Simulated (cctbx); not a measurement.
**BaCu2GeTe4 with cctbx, script by script**

Library: cctbx 2025.11. The data are simulated by the first script.

## 1. Simulate the data

run.py:

```python
from cctbx import adptbx, crystal, miller, sgtbx, xray
from cctbx.array_family import flex
from iotbx.shelx import hklf
from scitbx import matrix
import scitbx.random

cs = crystal.symmetry(unit_cell=(6.5, 6.5, 12.972, 90, 90, 90), space_group_symbol='Hall: I -4 2')  # I-42m
atoms = [  # label, site, U (iso, or U11 U22 U33 U12 U13 U23 in A^2), occupancy
    ("Ba1", (0, 0, 0), 0.0131, 1),
    ("Te1", (0.7415, 0.7415, 0.132), 0.0130, 1),
    ("Ge1", (0.5, 0.5, 0), 0.0134, 1),
    ("Cu1", (0.5, 0, 0.25), 0.0159, 1),
]
xs = xray.structure(crystal_symmetry=cs)
for label, site, u, occ in atoms:
    u = adptbx.u_cif_as_u_star(cs.unit_cell(), u) if isinstance(u, tuple) else u
    xs.add_scatterer(xray.scatterer(label, site=site, u=u, occupancy=occ))
xs.set_inelastic_form_factors(1.54184, "sasaki")
xs.show_summary()
p1 = xs.expand_to_p1()
ms = miller.build_set(p1, anomalous_flag=True, d_min=0.83)
flex.set_random_seed(764495)
scitbx.random.set_random_seed(764495)
ms = ms.select(flex.random_double(ms.size()) < 0.8)
i = ms.structure_factors_from_scatterers(p1, algorithm="direct").f_calc().as_intensity_array().data()
i = i / flex.sqrt(1 + 0.1 * i / flex.max(i))  # extinction
i = i * 20000 / flex.max(i)
sig = flex.sqrt(i + flex.pow2(0.03 * i) + 4 ** 2)
noise = scitbx.random.variate(scitbx.random.normal_distribution())(i.size())
data = ms.array(data=i + sig * noise, sigmas=sig).set_observation_type_xray_intensity()
with open("data.hkl", "w") as f:
    data.export_as_shelx_hklf(f)
print("reflections written:", data.size(), " <I/sigma> = %.1f" % flex.mean(data.data() / data.sigmas()))
for h, a, b in list(data.sort("data"))[:12]:
    print("%4d%4d%4d %9.1f %7.1f" % (h + (a, b)))
```

```console
$ python run.py
```

```text
Number of scatterers: 4
At special positions: 4
Unit cell: (6.5, 6.5, 12.972, 90, 90, 90)
Space group: I -4 2 m (No. 121)
reflections written: 3177  <I/sigma> = 7.5
   2   0  -4   21341.4   609.2
  -2   2   0   20498.8   616.5
  -2  -2   0   20300.9   616.5
   0  -2  -4   20185.5   609.2
  -2   0  -4   19980.5   609.2
   2   0   4   19710.3   609.2
  -2   0   4   19709.6   609.2
   0   2  -4   19419.3   609.2
   0  -2   4   19386.0   609.2
  -1  -1   2   15421.1   472.8
  -1   1  -2   14701.2   472.8
   1   1  -2   13982.7   431.6
```

It took 0.41 s on 1 thread of Arm Neoverse N1, on a shared host, peak memory 0.07 GiB.

## 2. Refinement (right model, isotropic)

run.py:

```python
import math
from cctbx import adptbx, crystal, maptbx, sgtbx, xray
from cctbx.array_family import flex
from cctbx.xray import observations
from iotbx.shelx import hklf
from scitbx.lstbx import normal_eqns_solving
from smtbx import absolute_structure, utils
from smtbx.refinement import constraints, least_squares

cs = crystal.symmetry(unit_cell=(6.5, 6.5, 12.972, 90, 90, 90), space_group_symbol='Hall: I -4 2')  # I-42m
atoms = [  # label, site, U (iso, or U11 U22 U33 U12 U13 U23 in A^2), occupancy
    ("Ba1", (0, 0, 0), 0.0200, 1),
    ("Te1", (0.7336, 0.7336, 0.1374), 0.0200, 1),
    ("Ge1", (0.5, 0.5, 0), 0.0200, 1),
    ("Cu1", (0.5, 0, 0.25), 0.0200, 1),
]
xs = xray.structure(crystal_symmetry=cs)
for label, site, u, occ in atoms:
    u = adptbx.u_cif_as_u_star(cs.unit_cell(), u) if isinstance(u, tuple) else u
    xs.add_scatterer(xray.scatterer(label, site=site, u=u, occupancy=occ))
xs.set_inelastic_form_factors(1.54184, "sasaki")
raw = hklf.reader(file_name="data.hkl").as_miller_arrays(crystal_symmetry=cs, anomalous=True)[0]
merged = raw.eliminate_sys_absent().merge_equivalents()
fo2 = merged.array().set_observation_type_xray_intensity()
print("Rint %.3f, %d unique reflections to %.2f A" % (merged.r_int(), fo2.size(), fo2.d_min()))
for sc in xs.scatterers():
    sc.flags.set_grad_site(True)
    sc.flags.set_grad_u_aniso(sc.flags.use_u_aniso())
    sc.flags.set_grad_u_iso(sc.flags.use_u_iso())
obs = fo2.as_xray_observations()
extra = {}
rep = constraints.reparametrisation(xs, [], utils.connectivity_table(xs), **extra)
ls = least_squares.crystallographic_ls(obs, rep, weighting_scheme=least_squares.mainstream_shelx_weighting(a=0, b=0))
print("cycle     R1     wR2    GooF  max shift (A)")
for cycle in range(8):
    ls.build_up()
    r1, wr2, goof = ls.r1_factor(cutoff_factor=2)[0], ls.wR2(), ls.goof()
    old = xs.sites_cart()
    normal_eqns_solving.levenberg_marquardt_iterations(ls, n_max_iterations=3, tau=1e-06, step_threshold=1e-7)
    big = flex.max((xs.sites_cart() - old).norms())
    print("%4d %7.4f %7.4f %7.3f %9.5f" % (cycle + 1, r1, wr2, goof, big))
    ls.build_up(objective_only=True)
    if abs(ls.wR2() - wr2) < 5e-5 and big < 5e-4:
        break
ls.build_up()
print("final R1 %.4f wR2 %.4f GooF %.3f  parameters %d  data/parameter %.1f" % (ls.r1_factor(cutoff_factor=2)[0], ls.wR2(), ls.goof(), ls.n_parameters, fo2.size() / ls.n_parameters))
cov = ls.covariance_matrix_and_annotations()
su = dict(zip(cov.annotations, (math.sqrt(max(v, 0)) for v in cov.matrix.matrix_packed_u_diagonal())))
a2 = cs.unit_cell().reciprocal_parameters()[0] ** -2
print("atom        x        y        z      Ueq    occ   su(xyz)  su(Uiso or U11)")
for sc in xs.scatterers():
    s = max(su.get(sc.label + k, 0) for k in (".x", ".y", ".z"))
    npd = "" if sc.is_positive_definite_u(cs.unit_cell()) else "  NPD"
    print("%-5s %8.5f %8.5f %8.5f %8.4f %6.3f %8.5f %7.4f%s" % ((sc.label,) + sc.site + (sc.u_iso_or_equiv(cs.unit_cell()), sc.occupancy, s, su.get(sc.label + ".uiso", su.get(sc.label + ".u11", 0) * a2), npd)))
fo = fo2.f_sq_as_f()
fc = fo.structure_factors_from_scatterers(xs, algorithm="direct").f_calc()
diff = fo.f_obs_minus_f_calc(1 / math.sqrt(ls.scale_factor()), fc).average_bijvoet_mates()
m = diff.fft_map(symmetry_flags=maptbx.use_space_group_symmetry, resolution_factor=0.25).apply_volume_scaling()
print("difference map: max %.2f min %.2f rms %.2f" % (m.statistics().max(), m.statistics().min(), m.statistics().sigma()))
peaks = m.peak_search(parameters=maptbx.peak_search_parameters(min_distance_sym_equiv=0.6, max_clusters=6)).all()
near = xs.closest_distances(peaks.sites(), distance_cutoff=4)
sps = cs.special_position_settings(min_distance_sym_equiv=0.5)
for k, (x, h) in enumerate(zip(peaks.sites(), peaks.heights())):
    ss = sps.site_symmetry(x)
    print("Q%-3d %7.4f %7.4f %7.4f %4d %7.2f  %.2f A from %s" % ((k + 1,) + tuple(t % 1 for t in ss.exact_site()) + (ss.multiplicity(), h, near.smallest_distances[k], xs.scatterers()[near.i_seqs[k]].label)))
```

```console
$ python run.py
```

```text
Rint 0.026, 290 unique reflections to 0.83 A
cycle     R1     wR2    GooF  max shift (A)
   1  0.2876  0.5710  21.968   0.10053
   2  0.0110  0.0260   0.999   0.00035
   3  0.0108  0.0254   0.976   0.00000
final R1 0.0108 wR2 0.0254 GooF 0.976  parameters 6  data/parameter 48.3
atom        x        y        z      Ueq    occ   su(xyz)  su(Uiso or U11)
Ba1    0.00000  0.00000  0.00000   0.0127  1.000  0.00000  0.0001
Te1    0.74147  0.74147  0.13205   0.0127  1.000  0.00003  0.0001
Ge1    0.50000  0.50000  0.00000   0.0133  1.000  0.00000  0.0002
Cu1    0.50000  0.00000  0.25000   0.0161  1.000  0.00000  0.0002
difference map: max 0.27 min -0.30 rms 0.09
Q1    0.1154  0.2817  0.7893   16    0.28  1.68 A from Cu1
Q2    0.1030  0.1030  0.6446    8    0.28  1.28 A from Te1
Q3    0.1262  0.1262  0.9962    8    0.26  1.16 A from Ba1
Q4    0.1329  0.1329  0.3619    8    0.26  2.17 A from Ge1
Q5    0.1254  0.2809  0.2951   16    0.25  1.74 A from Cu1
Q6    0.0000  0.0000  0.4397    4    0.25  0.78 A from Ge1
```

Time: 0.59 s.

## 3. Refinement (right model, anisotropic)

run.py, as its changes from the last script of this kind:

```diff
@@ -12,4 +12,4 @@
-    ("Ba1", (0, 0, 0), 0.0200, 1),
-    ("Te1", (0.7336, 0.7336, 0.1374), 0.0200, 1),
-    ("Ge1", (0.5, 0.5, 0), 0.0200, 1),
-    ("Cu1", (0.5, 0, 0.25), 0.0200, 1),
+    ("Ba1", (0, 0, 0), 0.0127, 1),
+    ("Te1", (0.74147, 0.74147, 0.13205), 0.0127, 1),
+    ("Ge1", (0.5, 0.5, 0), 0.0133, 1),
+    ("Cu1", (0.5, 0, 0.25), 0.0161, 1),
@@ -21,0 +22 @@
+xs.convert_to_anisotropic()
@@ -54,0 +56,4 @@
+fc = fo2.structure_factors_from_scatterers(xs, algorithm="direct").f_calc()
+absolute_structure.flack_analysis(xs, fo2.as_xray_observations()).show()
+h = absolute_structure.hooft_analysis(fo2, fc, scale_factor=ls.scale_factor())
+print("Hooft y: %.3f(%.0f)  Bijvoet pairs: %d" % (h.hooft_y, 1000 * h.sigma_y, h.n_bijvoet_pairs))
```

```console
$ python run.py
```

```text
Rint 0.026, 290 unique reflections to 0.83 A
cycle     R1     wR2    GooF  max shift (A)
   1  0.0108  0.0254   0.988   0.00005
   2  0.0108  0.0252   0.979   0.00000
final R1 0.0108 wR2 0.0252 GooF 0.979  parameters 12  data/parameter 24.2
atom        x        y        z      Ueq    occ   su(xyz)  su(Uiso or U11)
Ba1    0.00000  0.00000  0.00000   0.0128  1.000  0.00000  0.0002
Te1    0.74147  0.74147  0.13205   0.0127  1.000  0.00003  0.0001
Ge1    0.50000  0.50000  0.00000   0.0133  1.000  0.00000  0.0003
Cu1    0.50000  0.00000  0.25000   0.0161  1.000  0.00000  0.0003
Flack x: 0.003(6)
Hooft y: 0.005(8)  Bijvoet pairs: 112
difference map: max 0.27 min -0.32 rms 0.09
Q1    0.1143  0.2832  0.7892   16    0.28  1.67 A from Cu1
Q2    0.1024  0.1024  0.6442    8    0.28  1.29 A from Te1
Q3    0.1326  0.1326  0.3624    8    0.26  2.16 A from Ge1
Q4    0.1267  0.1267  0.9962    8    0.25  1.17 A from Ba1
Q5    0.1237  0.2841  0.2952   16    0.24  1.72 A from Cu1
Q6    0.1477  0.1477  0.8925    8    0.23  1.95 A from Ba1
```

Time: 0.6 s.

## 4. Refinement

run.py, as its changes from the last script of this kind:

```diff
@@ -14 +14 @@
-    ("Ge1", (0.5, 0.5, 0), 0.0133, 1),
+    ("Br1", (0.5, 0.5, 0), 0.0133, 1),
@@ -36 +36 @@
-for cycle in range(8):
+for cycle in range(12):
@@ -56,4 +55,0 @@
-fc = fo2.structure_factors_from_scatterers(xs, algorithm="direct").f_calc()
-absolute_structure.flack_analysis(xs, fo2.as_xray_observations()).show()
-h = absolute_structure.hooft_analysis(fo2, fc, scale_factor=ls.scale_factor())
-print("Hooft y: %.3f(%.0f)  Bijvoet pairs: %d" % (h.hooft_y, 1000 * h.sigma_y, h.n_bijvoet_pairs))
```

```console
$ python run.py
```

```text
Rint 0.026, 290 unique reflections to 0.83 A
cycle     R1     wR2    GooF  max shift (A)
   1  0.0307  0.0831   3.233   0.00062
   2  0.0144  0.0382   1.487   0.00000
final R1 0.0144 wR2 0.0382 GooF 1.487  parameters 12  data/parameter 24.2
atom        x        y        z      Ueq    occ   su(xyz)  su(Uiso or U11)
Ba1    0.00000  0.00000  0.00000   0.0128  1.000  0.00000  0.0003
Te1    0.74140  0.74140  0.13204   0.0126  1.000  0.00004  0.0002
Br1    0.50000  0.50000  0.00000   0.0214  1.000  0.00000  0.0005
Cu1    0.50000  0.00000  0.25000   0.0158  1.000  0.00000  0.0004
difference map: max 0.32 min -1.12 rms 0.13
Q1    0.1181  0.1181  0.9978    8    0.33  1.09 A from Ba1
Q2    0.1071  0.1071  0.6393    8    0.33  1.24 A from Te1
Q3    0.1479  0.1479  0.8922    8    0.32  1.95 A from Ba1
Q4    0.1513  0.3349  0.3768   16    0.28  2.20 A from Cu1
Q5    0.0793  0.2034  0.9739   16    0.28  1.46 A from Ba1
Q6    0.1184  0.2840  0.7877   16    0.28  1.67 A from Cu1
```

Time: 0.54 s.

This run holds a fault made on purpose: wrong element: Br1 is Ge.

## 5. Refinement

run.py, as its changes from the last script of this kind:

```diff
@@ -13,2 +13,2 @@
-    ("Te1", (0.74147, 0.74147, 0.13205), 0.0127, 1),
-    ("Br1", (0.5, 0.5, 0), 0.0133, 1),
+    ("Ge1", (0.74147, 0.74147, 0.13205), 0.0127, 1),
+    ("Te1", (0.5, 0.5, 0), 0.0133, 1),
```

```console
$ python run.py
```

```text
Rint 0.026, 290 unique reflections to 0.83 A
cycle     R1     wR2    GooF  max shift (A)
   1  0.2846  0.5949  23.133   0.05037
   2  0.1285  0.3039  11.816   0.00048
final R1 0.1283 wR2 0.3038 GooF 11.814  parameters 12  data/parameter 24.2
atom        x        y        z      Ueq    occ   su(xyz)  su(Uiso or U11)
Ba1    0.00000  0.00000  0.00000   0.0019  1.000  0.00000  0.0018
Ge1    0.73720  0.73720  0.13447   0.0008  1.000  0.00049  0.0018  NPD
Te1    0.50000  0.50000  0.00000   0.0259  1.000  0.00000  0.0029
Cu1    0.50000  0.00000  0.25000  -0.0111  1.000  0.00000  0.0019  NPD
difference map: max 18.87 min -3.18 rms 1.25
Q1    0.0000  0.0000  0.0000    2   18.87  0.00 A from Ba1
Q2    0.0000  0.5000  0.2500    4   13.71  0.00 A from Cu1
Q3    0.0000  0.0000  0.5000    2   12.52  0.00 A from Te1
Q4    0.2577  0.2577  0.1264    8    7.83  0.11 A from Ge1
Q5    0.0992  0.0992  0.6391    8    1.39  1.27 A from Ge1
Q6    0.2520  0.2520  0.2651    8    1.08  1.70 A from Ge1
```

Time: 0.6 s.

This run holds a fault made on purpose: elements exchanged: Te1 is Ge and Ge1 is Te.

## 6. Refinement

run.py, as its changes from the last script of this kind:

```diff
@@ -13,2 +13,2 @@
-    ("Ge1", (0.74147, 0.74147, 0.13205), 0.0127, 1),
-    ("Te1", (0.5, 0.5, 0), 0.0133, 1),
+    ("Te1", (0.74147, 0.74147, 0.13205), 0.0127, 1),
+    ("Ge1", (0.5, 0.5, 0), 0.0133, 1),
@@ -15,0 +16 @@
+    ("Cu2", (0.697, 0.112, 0.731), 0.0300, 1),
@@ -22 +22,0 @@
-xs.convert_to_anisotropic()
```

```console
$ python run.py
```

```text
Rint 0.026, 290 unique reflections to 0.83 A
cycle     R1     wR2    GooF  max shift (A)
   1  0.6208  0.9087  35.208   0.05193
   2  0.4997  0.8385  32.490   0.19433
   3  0.4413  0.7989  30.956   0.58608
   4  0.1663  0.4335  16.796   0.45103
   5  0.0187  0.0831   3.220   0.46739
   6  0.0180  0.0905   3.508   0.18782
   7  0.0145  0.0650   2.517   0.04478
   8  0.0204  0.1129   4.376   0.11833
   9  0.0158  0.0757   2.933   0.00903
  10  0.0242  0.1416   5.485   0.09065
  11  0.0168  0.0842   3.263   0.01621
  12  0.0274  0.1602   6.206   0.07622
final R1 0.0174 wR2 0.0894 GooF 3.466  parameters 10  data/parameter 29.0
atom        x        y        z      Ueq    occ   su(xyz)  su(Uiso or U11)
Ba1    0.00000  0.00000  0.00000   0.0126  1.000  0.00000  0.0005
Te1    0.74146  0.74146  0.13207   0.0125  1.000  0.00010  0.0004
Ge1    0.50000  0.50000  0.00000   0.0131  1.000  0.00000  0.0008
Cu1    0.50000  0.00000  0.25000   0.0159  1.000  0.00000  0.0007
Cu2    0.54343  0.04773  0.64201   1.0000  1.000  0.01614  0.0453
difference map: max 0.91 min -1.15 rms 0.27
Q1    0.2530  0.2530  0.1269    8    0.92  0.08 A from Te1
Q2    0.1969  0.1969  0.2817    8    0.67  2.02 A from Te1
Q3    0.0000  0.0000  0.0000    2    0.66  0.00 A from Ba1
Q4    0.1384  0.2741  0.7800   16    0.63  1.66 A from Cu2
Q5    0.2014  0.2014  0.7499    8    0.59  1.57 A from Te1
Q6    0.0000  0.0000  0.5000    2    0.56  0.00 A from Ge1
```

It took 1.1 s on 1 thread of Arm Neoverse N1 (shared host), peak memory 0.09 GiB.

This run holds a fault made on purpose: spurious atom: Cu2.

[Logs are printed without paths, hosts, clocks, repeated set-up lines and the standing remarks that a program may print on its own settings, such as how far it seeks lower states.]
